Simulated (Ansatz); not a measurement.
# Pb2SeO (built on the sites of a database entry of PbSe): a soft mode frozen in

Wanted: the energy along a soft mode of Pb2SeO (built on the sites of a database entry of PbSe) and the structure at the end.

Calculated with Ansatz 0.2.0; DFT PBEsol, scalar-relativistic, plane waves, PAW.

Most raw output is cut from this account.

The structure was built from a prototype and need not be the compound's stable phase.

## 1. The structure

Symmetry: Amm2, No. 38, orthorhombic system. Conventional cell: a = 3.866 Å, b = 3.728 Å, c = 13.024 Å, α = 90.00°, β = 90.00°, γ = 90.00°. Nearest to Pb lie 4 O at 2.75 Å and 2 Se at 3.04 Å. Nearest to Pb lie 1 O at 2.26 Å and 4 Se at 2.97 Å. Se has 6 Pb at 2.97 to 3.04 Å nearest. O has 5 Pb at 2.26 to 2.75 Å nearest. Farther neighbours and most contacts between anions are not listed.

## 2. Linear response at the zone centre

The cell comes from relaxations at this level that are not shown. The zone centre is the only wavevector solved here; it holds the modes that light can see, as far as symmetry allows. The response to a homogeneous field gives the Born charges and the dielectric tensor.

File input.yaml:

```yaml
crystal:
  lattice:
    - [1.8641447281, -6.5120773025, 0.0]
    - [1.8641447281, 6.5120773025, 0.0]
    - [0.0, 0.0, 3.8663254647]
  atoms:
    - { symbol: Pb, position: [0.6057161026, 0.3942838974, 0.75] }
    - { symbol: Pb, position: [0.3232056694, 0.6767943306, 0.25] }
    - { symbol: Se, position: [0.9214061829, 0.0785938171, 0.75] }
    - { symbol: O, position: [0.1496720452, 0.8503279548, 0.25] }
kpoints:
  mp_grid: { grid: [8, 8, 8] }
hamiltonian:
  xc: pbesol
scf:
  occupations: { method: fixed }
output:
  eigenvalues: true
phonons:
  method: dfpt
  dielectric: true
  rigid_motions: translations
```

Command:

```console
$ ansatz run input.yaml --threads 8 --pin off --max-ram 14336MiB --backend cpu --events-out ev --progress --plain --runs-dir out
```

Wall time 3 min (8 threads of Intel Xeon Platinum 8488C (Sapphire Rapids), shared host); peak memory 3.5 GiB.

This step gave:

```yaml
gap_on_the_k_mesh: 0.3449 eV
volume_per_atom: 23.47 Å³
sum_rule_residual_before_enforcement: 1.91e-4 eV/Å²
miss_of_the_charge_sum_rule: 0.002674 e
estimated_error_of_the_dielectric_tensor: 0.08633
estimated_error_of_the_born_charges: 0.03945 e
point_group: mm2
highest_optical_mode_at_the_zone_centre_no_lo_to_term: 350.4 cm⁻¹
lowest_optical_zone_centre_mode: -179.9 cm⁻¹
mean_high_frequency_dielectric_constant: 16.04
largest_born_charge_third_of_the_trace: 3.661 e
top_of_the_zone_centre_spectrum_with_the_field: 391.4 cm⁻¹
```

Without the LO-TO term. Patterns of degenerate modes are one choice out of their space. The modes at Γ (shares of kinetic energy by element, %) (negative means imaginary):

```
mode  frequency (cm⁻¹)  symmetry  Pb %  Se %  O %
   1            -179.9        B2     8     1   92
   2            -167.7        B1     7     1   92
   3               0.0  acoustic    81    16    3
   4               0.0  acoustic    81    16    3
   5               0.0  acoustic    81    16    3
   6              23.5        B2    72    25    3
   7              37.5        B1    79    18    3
   8              97.4        A1    94     3    2
   9             111.6        B2    39    59    2
  10             122.1        A1    20    80    0
  11             127.7        B1    32    66    2
  12             350.4        A1     5     1   94
```

Displacements in mode 1 (-179.9 cm⁻¹), the largest set to 1:
```
Pb1 -0.08  0.00  0.00
Pb2  0.02  0.00  0.00
Se3 -0.04  0.00  0.00
O4   1.00  0.00  0.00
```

Displacements in mode 11 (127.7 cm⁻¹), the largest set to 1:
```
Pb1  0.00  0.00  0.02
Pb2  0.00  0.00 -0.43
Se3  0.00  0.00  1.00
O4   0.00  0.00  0.38
```

Before it was imposed, the acoustic sum rule was missed by 1.9e-4 eV/Å² and the charge sum rule by 0.0027 e. Small misses are needed for a sound result but don't prove that mesh and cutoff are converged. The lowest optical mode is imaginary, 179.9i cm⁻¹, so the energy falls along it.

The log warns of the k mesh: “the force constants stand on the 8×8×8 k-mesh, whose period is 9.43 times the interband length at k = (0.3750, 0.3750, 0.1250), direct gap 1.019 eV, under 14: take them and everything formed from them as unconverged”.

## 3. The mode frozen in, largest atomic shift 0 Å

The mode followed lies at Γ with frequency 167.7i cm⁻¹, one of the unstable modes though not the softest. At small amplitude the distorted cell has space group no. 8 by a symmetry search on the positions. The undistorted cell that holds it gives the zero of energy on the same k mesh.

input.yaml, as its differences from that of step 2:

```diff
@@ -15,8 +15,6 @@
 scf:
-  occupations: { method: fixed }
+  occupations: { method: gaussian, width: 0.02 }
 output:
+  forces: true
+  stress: true
   eigenvalues: true
-phonons:
-  method: dfpt
-  dielectric: true
-  rigid_motions: translations
```

Elapsed: 2.7 s, on 8 threads; peak memory 0.66 GiB.

This step gave:

| Quantity | Value |
| --- | --- |
| pressure | 0.003099 GPa |
| energy from the undistorted cell | 0 meV/atom |

At this level the gap is 0.34 eV on the k-mesh of the self-consistent run, which can miss the band edges.

## 4. The mode frozen in, largest atomic shift 0.6 Å

The atoms are moved along the unstable eigenvector, the largest shift by 0.6 Å, with the cell fixed.

input.yaml, the sections that differ from step 3:

```yaml
crystal:
  lattice:
    - [1.8641447281, -6.5120773025, 0.0]
    - [1.8641447281, 6.5120773025, 0.0]
    - [0.0, 0.0, 3.8663254647]
  atoms:
    - { symbol: Pb, position: [0.6057161026, 0.3942838974, 0.7386801853] }
    - { symbol: Pb, position: [0.3232056694, 0.6767943306, 0.2525247154] }
    - { symbol: Se, position: [0.9214061829, 0.0785938171, 0.7416364493] }
    - { symbol: O, position: [0.1496720452, 0.8503279548, 0.4051861077] }
# kpoints, hamiltonian, scf, output: as in step 3
```

It took 3.6 s on 8 threads; peak memory 0.74 GiB.

This step gave:

| Item | Value |
| --- | --- |
| pressure | 1.849 GPa |
| gap on the k-mesh | 0.6266 eV |
| energy from the undistorted cell | -30.19 meV/atom |

The energy, extrapolated to zero smearing, is -30.19 meV/atom against the undistorted cell.

The run ends at a pressure of 1.85 GPa, with forces up to 0.41 eV/Å.

## 5. Energy along the mode, all amplitudes (two of the runs are shown above)

An imaginary frequency means negative curvature, so the energy should fall and then rise again as anharmonic terms take over.

Numbers from this step:

| Quantity | Value |
| --- | --- |
| depth at the lowest point sampled | 30.19 meV/atom |
| largest atomic shift at that point | 0.6 Å |

The energy from the parent by largest atomic shift:

```
largest atomic shift (Å)  energy from the parent (meV/atom)
                   0.000                                  0
                   0.040                             -0.358
                   0.080                              -1.42
                   0.140                              -4.23
                   0.220                              -9.81
                   0.320                              -18.4
                   0.450                              -28.2
                   0.600                              -30.2
```

Displacement at unit largest shift by atom:

```
atom  x (Å)  y (Å)  z (Å)  size
 Pb1   0.00   0.00  -0.07  0.07
 Pb2   0.00   0.00   0.02  0.02
 Se3   0.00   0.00  -0.05  0.05
  O4   0.00   0.00   1.00  1.00
```

The lowest of the steps tried is the last one, at 0.6 Å, 30.2 meV/atom below the parent; the bottom of the well need not coincide with a step.

## 6. Relaxation from the frozen mode

Starting from the lowest point found, all atoms and the cell are let go, so that strain and other modes of the same symmetry can join in.

input.yaml, as its differences from that of step 4:

```diff
@@ -15,3 +15,3 @@
 scf:
-  occupations: { method: gaussian, width: 0.02 }
+  occupations: { method: fixed }
 output:
@@ -20 +20,6 @@
   eigenvalues: true
+relax:
+  adjacent_minimum: "off"
+  f_tol: 0.002
+  max_steps: 120
+  cell: { stress_tol: 0.03 }
```

The job ended after 95 s (8 threads; peak memory 0.86 GiB).

The steps of the relaxation (22 of 24):

```
step  energy less that of the first step (eV)  largest force component (eV/Å)  pressure (GPa)  volume (Å³)
   1                                   0.0000                          0.3766            1.85        93.87
   2                                  -0.0807                          0.2177           -0.92        99.34
   3                                  -0.1046                          0.1368           -0.50        99.35
   4                                  -0.1263                          0.1688            0.51        98.81
   5                                  -0.1306                          0.0178            0.06        98.63
   6                                  -0.1313                          0.0071           -0.06        98.82
   8                                  -0.1323                          0.0088            0.00        98.44
   9                                  -0.1322                          0.0050           -0.03        98.49
  10                                  -0.1323                          0.0020            0.00        98.44
  11                                  -0.1323                          0.0018            0.00        98.45
 12*                                  -0.1501                          0.0023            0.22        98.45
  13                                  -0.1538                          0.0251            0.00        99.06
  14                                  -0.1547                          0.0237           -0.04        99.32
  15                                  -0.1547                          0.0158            0.06        99.44
  16                                  -0.1547                          0.0071            0.01        99.48
  17                                  -0.1547                          0.0028           -0.01        99.48
  19                                  -0.1548                          0.0009            0.00        99.45
 20*                                  -0.1566                          0.0008            0.02        99.45
  21                                  -0.1567                          0.0044            0.00        99.51
  22                                  -0.1567                          0.0037            0.00        99.59
  23                                  -0.1567                          0.0003            0.00        99.59
 24*                                  -0.1568                          0.0003            0.00        99.59
```

Relaxation steps marked * repeat the geometry before them on a plane-wave basis chosen anew for their cell, so energy and pressure can jump there. Other such steps can lie between the rows shown. Relaxation step 9 was tried and not accepted.

Forces are held to the 2 operations that the run works with; a distortion that breaks them can't arise in this run.

```
     cell as run  before   after   change
           a (Å)   6.774   6.407   -5.4 %
           b (Å)   6.774   6.407   -5.4 %
           c (Å)   3.866   4.410  +14.1 %
           α (°)   90.00   84.47   -6.1 %
           β (°)   90.00   95.53   +6.1 %
           γ (°)  148.05  146.43   -1.1 %
volume (Å³/atom)   23.47   24.90   +6.1 %
```

The atoms that moved most (Å, as changes of fractional coordinates times the final cell):

```
atom     dx      dy      dz  length
 Se3  0.000   0.154  -0.132   0.203
 Pb1  0.000  -0.145  -0.065   0.159
  O4  0.000  -0.050   0.146   0.155
 Pb2  0.000   0.040   0.051   0.065
```

This step gave:

```yaml
pressure: 0.001516 GPa
gap_on_the_k_mesh: 0.6578 eV
volume_per_atom: 24.90 Å³
```

The distorted start has space group Cm; the relaxation ends in Cm.

## 7. The new phase in its own primitive cell

The relaxed structure is symmetrised, reduced to its primitive cell and relaxed tightly, as its phonons need.

File input.yaml:

```yaml
crystal:
  lattice:
    - [6.1344802575, -1.8501013797, 0.0]
    - [6.1344802575, 1.8501013797, 0.0]
    - [-0.4437375388, 0.0, 4.3874203472]
  atoms:
    - { symbol: Pb, position: [0.6173164133, 0.6173164133, 0.7256351422] }
    - { symbol: Pb, position: [0.3200878605, 0.3200878605, 0.2635916006] }
    - { symbol: Se, position: [0.9082800909, 0.9082800909, 0.7096802288] }
    - { symbol: O, position: [0.1543156353, 0.1543156353, 0.4391204861] }
kpoints:
  mp_grid: { grid: [6, 6, 6] }
hamiltonian:
  xc: pbesol
scf:
  occupations: { method: fixed }
output:
  forces: true
  stress: true
  eigenvalues: true
relax:
  adjacent_minimum: "off"
  f_tol: 0.001
  max_steps: 60
  cell: { stress_tol: 0.01 }
```

Run time: 13 s. Hardware: 8 threads; peak memory 0.65 GiB; 94 s of CPU time.

Relaxation path:

```
step  energy less that of the first step (eV)  largest force component (eV/Å)  pressure (GPa)  volume (Å³)
   1                                   0.0000                          0.0044            0.01        99.59
   2                                   0.0000                          0.0035           -0.01        99.61
   3                                   0.0000                          0.0062           -0.01        99.63
   4                                   0.0000                          0.0018            0.00        99.61
   5                                   0.0000                          0.0016            0.00        99.61
   6                                   0.0000                          0.0004            0.00        99.60
  7*                                   0.0000                          0.0004            0.00        99.60
```

Relaxation steps marked * repeat the geometry before them on a plane-wave basis chosen anew for their cell, so energy and pressure can jump there.

Forces are held to the 2 operations that the run works with; a distortion that breaks them can't arise in this run.

```
     cell as run  before  after  change
           a (Å)   6.407  6.413  +0.1 %
           b (Å)   6.407  6.413  +0.1 %
           c (Å)   4.410  4.408  -0.0 %
           α (°)   95.53  95.67  +0.1 %
           β (°)   95.53  95.67  +0.1 %
           γ (°)   33.57  33.53  -0.1 %
volume (Å³/atom)   24.90  24.90  +0.0 %
```

The relaxed structure:

```cif
data_structure
_symmetry_space_group_name_H-M 'P 1'
_symmetry_Int_Tables_number 1
_cell_length_a 6.4134
_cell_length_b 6.4134
_cell_length_c 4.4079
_cell_angle_alpha 95.668
_cell_angle_beta 95.668
_cell_angle_gamma 33.527
_cell_volume 99.60
loop_
_atom_site_label
_atom_site_type_symbol
_atom_site_fract_x
_atom_site_fract_y
_atom_site_fract_z
_atom_site_occupancy
Pb1 Pb 0.61720 0.61720 0.72577 1
Pb2 Pb 0.31976 0.31976 0.26342 1
Se3 Se 0.90859 0.90859 0.70921 1
O4 O 0.15445 0.15445 0.43962 1
```

Numbers from this step:

| Item | Value |
| --- | --- |
| pressure | 0.001253 GPa |
| gap on the k-mesh | 0.6927 eV |
| direct gap on mesh | 1.284 eV |

The largest force component left is 0.37 meV/Å and the pressure is 0.001 GPa, within the tolerances set. The cell now holds 24.90 Å³/atom.

(Continued in part 2 of 2.)

[Logs are printed without paths, hosts, clocks, repeated set-up lines and the standing remarks that a program may print on its own settings, such as how far it seeks lower states.]

[Hosts, paths, dates, database ids (printed as entryN), source tags and the programs' standing remarks are cut or masked in the printed files.]
